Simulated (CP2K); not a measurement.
Two runs for the C K edge of 2-aminopyridine. Run A: CP2K XAS_TDP, all-electron GAPW, PBEh(45%), aug-cc-pVDZ, TDA, no relativity. Run B differs in one setting.

First lines with a strength over 0.0015. A:

```
                     atom  energy (eV)  states  strength, one atom
 C2 (bonded to C and 2 N)       283.04       1              0.0652
                                287.02       1              0.0022
                                287.80       1              0.0020
                                288.12       1              0.0015
                                288.80       1              0.0045
 C3 (bonded to 2 C and H)       281.51       1              0.0423
                                283.28       1              0.0027
                                284.05       1              0.0111
                                285.24       1              0.0040
                                285.80       1              0.0024
 C4 (bonded to 2 C and H)       281.23       1              0.0557
                                284.50       1              0.0113
                                286.21       1              0.0018
                                286.31       1              0.0021
                                286.45       1              0.0028
 C5 (bonded to 2 C and H)       281.77       1              0.0487
                                284.00       1              0.0100
                                284.91       1              0.0017
                                285.52       1              0.0017
                                285.70       1              0.0020
C6 (bonded to C, N and H)       281.70       1              0.0569
                                285.16       1              0.0108
                                285.90       1              0.0020
                                286.80       1              0.0033
                                286.93       1              0.0017
```

B:

```
                     atom  energy (eV)  states  strength, one atom
 C2 (bonded to C and 2 N)       288.77       1              0.0639
                                292.74       1              0.0022
                                293.53       1              0.0019
                                293.84       1              0.0015
                                294.52       1              0.0044
 C3 (bonded to 2 C and H)       287.15       1              0.0414
                                288.92       1              0.0026
                                289.69       1              0.0109
                                290.88       1              0.0039
                                291.44       1              0.0023
 C4 (bonded to 2 C and H)       287.07       1              0.0546
                                290.35       1              0.0111
                                292.06       1              0.0017
                                292.16       1              0.0020
                                292.29       1              0.0028
 C5 (bonded to 2 C and H)       287.46       1              0.0477
                                289.69       1              0.0098
                                290.60       1              0.0017
                                291.21       1              0.0017
                                291.39       1              0.0020
C6 (bonded to C, N and H)       287.46       1              0.0557
                                290.92       1              0.0106
                                291.66       1              0.0020
                                292.56       1              0.0033
                                292.69       1              0.0017
```

Q: Which was it: the basis, GW2X switched on, scalar relativity switched on, the functional?

GW2X switched on. GW2X shifts an atom's lines together and keeps their spacings. Against PBEh(45%) in aug-cc-pVDZ, the leading lines move by +5.73 eV (C2, to 288.77), +5.64 eV (C3, to 287.15), +5.84 eV (C4, to 287.07), +5.69 eV (C5, to 287.46) and +5.76 eV (C6, to 287.46).

[Banner, clock and machine lines of the logs are left out without a mark of their own.]

[Logs are printed without paths, hosts, clocks, repeated set-up lines and the standing remarks that a program may print on its own settings, such as how far it seeks lower states.]

[Hosts, paths, dates, database ids (printed as entryN), source tags and the programs' standing remarks are cut or masked in the printed files.]
